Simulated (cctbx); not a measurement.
**Diagnosing a refinement**

Cell a = 5.8120 Å, b = 5.8120 Å, c = 4.8130 Å, α = 90.00°, β = 90.00°, γ = 120.00°; space group P6_3/mmc (no. 194). The compound is Ti3Mo.

Simulated single-crystal data (cctbx): Mo Kα, λ = 0.71073 Å, to d = 0.84 Å, 95 % of the full sphere, strongest reflection 70000 counts, noise from counting, a 4 % proportional error and a noise floor of 2 counts (s.d.); no absorption.

An anisotropic refinement with weights 1/σ² prints:

```text
Rint 0.033, 61 unique reflections to 0.85 A
cycle     R1     wR2    GooF  max shift (A)
   1  0.0740  0.1546  10.382   0.00066
   2  0.0252  0.0403   2.704   0.00000
final R1 0.0252 wR2 0.0403 GooF 2.704  parameters 6  data/parameter 10.2
atom        x        y        z      Ueq    occ   su(xyz)  su(Uiso or U11)
Mo1    0.33333  0.66667  0.75000   0.0250  1.000  0.00000  0.0004
Ti1    0.16756  0.33511  0.25000   0.0265  1.000  0.00015  0.0006
difference map: max 1.37 min -0.23 rms 0.24
Q1    0.1650  0.3300  0.2500    6    1.39  0.03 A from Ti1
Q2    0.3333  0.6667  0.7500    2    1.01  0.00 A from Mo1
Q3    0.0043  0.5022  0.2500    6    0.11  1.66 A from Ti1
Q4    0.1684  0.3368  0.5705   12    0.07  1.54 A from Ti1
Q5    0.3333  0.6667  0.1112    4    0.07  1.74 A from Mo1
Q6    0.0000  0.0000  0.2500    2    0.02  1.69 A from Ti1
```

**Question.** Can this result stand? If not, what is the likely fault?

Mend it. The fault: anomalous dispersion left out. Against the right model at the same level, R1 goes from 0.0049 to 0.0252 and GooF from 0.77 to 2.70 and the top difference peak, 1.4 e/Å³, lies on Ti1. No atom is wrong: without f′ and f″ the atoms near an edge get the wrong scattering power, which U and the scale absorb. The signs are weak, and the output alone doesn't single this fault out.

The compound is Ti3Mo. The right model at the same level gives:

```text
Rint 0.033, 61 unique reflections to 0.85 A
cycle     R1     wR2    GooF  max shift (A)
   1  0.0263  0.0948   6.364   0.00036
   2  0.0049  0.0115   0.774   0.00000
final R1 0.0049 wR2 0.0115 GooF 0.774  parameters 6  data/parameter 10.2
atom        x        y        z      Ueq    occ   su(xyz)  su(Uiso or U11)
Mo1    0.33333  0.66667  0.75000   0.0246  1.000  0.00000  0.0001
Ti1    0.16753  0.33505  0.25000   0.0320  1.000  0.00004  0.0002
difference map: max 0.13 min -0.09 rms 0.03
Q1    0.1652  0.3305  0.0196   12    0.14  1.11 A from Ti1
Q2    0.0212  0.5106  0.2500    6    0.11  1.62 A from Ti1
Q3    0.2218  0.4436  0.7500    6    0.08  1.12 A from Mo1
Q4    0.3333  0.6667  0.0435    4    0.08  1.41 A from Mo1
Q5    0.2784  0.5568  0.2500    6    0.07  1.12 A from Ti1
Q6    0.0000  0.0000  0.0000    2    0.07  2.07 A from Ti1
```

The model is made up (kin elements in a known structure type, no relaxation), so it says nothing on whether the phase exists.

[Middle refinement cycles are left out of these outputs.]

[Logs are printed without paths, hosts, clocks, repeated set-up lines and the standing remarks that a program may print on its own settings, such as how far it seeks lower states.]
